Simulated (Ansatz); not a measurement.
# Static equation of state of random fluorite-type alloy of CaF2 and CdF2 (96 atoms)

The cell holds 96 atoms: 12 Ca, 64 F and 20 Cd. Its edges and angles: a = 10.622 Å, b = 10.623 Å, c = 10.622 Å, α = 90.0°, β = 90.0°, γ = 90.1°. It derives from CaF2 (fluorite-type) and CdF2, repeated 2×2×2. The starting structure: Fluorite-type CaF2, 2 x 2 x 2 conventional cells, 20 of 32 Ca sites given to Cd at random (x = 0.625), lattice by Vegard's rule (a = 5.417 Å); every coordinate displaced by a Gaussian of 0.09 Å.

Calculated with Ansatz 0.2.0: Kohn-Sham DFT, LDA, PAW (set soft_2), plane waves; cutoff 420 eV, Γ point, fixed occupations. Cell and atoms were relaxed first, to V0 = 12.486 Å³ an atom at a residual P0 = -0.025 GPa. The cell was then scaled evenly, and the atoms were relaxed at each volume.

```
volume (Å³/atom)  pressure (GPa)
          11.237           15.70
          11.737               ?
          12.111           3.804
          12.860          -3.226
          13.235          -5.938
```

**Question.** Fit the third-order Birch–Murnaghan equation to the rows given and interpolate to the withheld row.

Worked fit:

Take the Eulerian strain f = ½[(V0/V)^(2/3) − 1] and the normalised pressure F = (P − P0) / [3f(1 + 2f)^(5/2)]. The third-order Birch–Murnaghan equation is then the line F = B0 + (3/2)B0(B′ − 4) f, so u = f and v = F.

```
      u = f  v = F (GPa)
  0.0363830      120.840
  0.0102570      118.305
-0.00975645      114.864
 -0.0190504      114.007
```

With n = 4: mean u = 0.00445826, mean v = 117.004, Σ(u − ū)² = 0.0018075, Σ(u − ū)(v − v̄) = 0.23088. Slope b = 0.23088 / 0.0018075 = 127.73; intercept a = v̄ − b ū = 116.43.

So B0 = a = 116 GPa and B′ = 4 + 2b/(3a) = 4.73. At the withheld volume f = 0.02106, F = a + b f = 119.1 GPa, and P = P0 + 3f(1 + 2f)^(5/2) F.

Prediction at 11.737: 8.317 GPa. The run gave 8.313 GPa, so the fit is high by 0.0036 GPa (0.043 % of the value).

B′ = 4.7 lies in the range of 3 to 6 that is common for dense crystals. Among the rows given, the largest miss of the fit is at 11.237, by 0.031 GPa (0.15 % of the range of the table).

Limits: Static cells at zero temperature; the cell shape is held. The program notes that the SCF threshold of these relaxations is loose for the stress. Only the Γ point is sampled, in a cell whose shortest periodic width is 11 Å.

[Logs are printed without paths, hosts, clocks, repeated set-up lines and the standing remarks that a program may print on its own settings, such as how far it seeks lower states.]

[Hosts, paths, dates, database ids (printed as entryN), source tags and the programs' standing remarks are cut or masked in the printed files.]
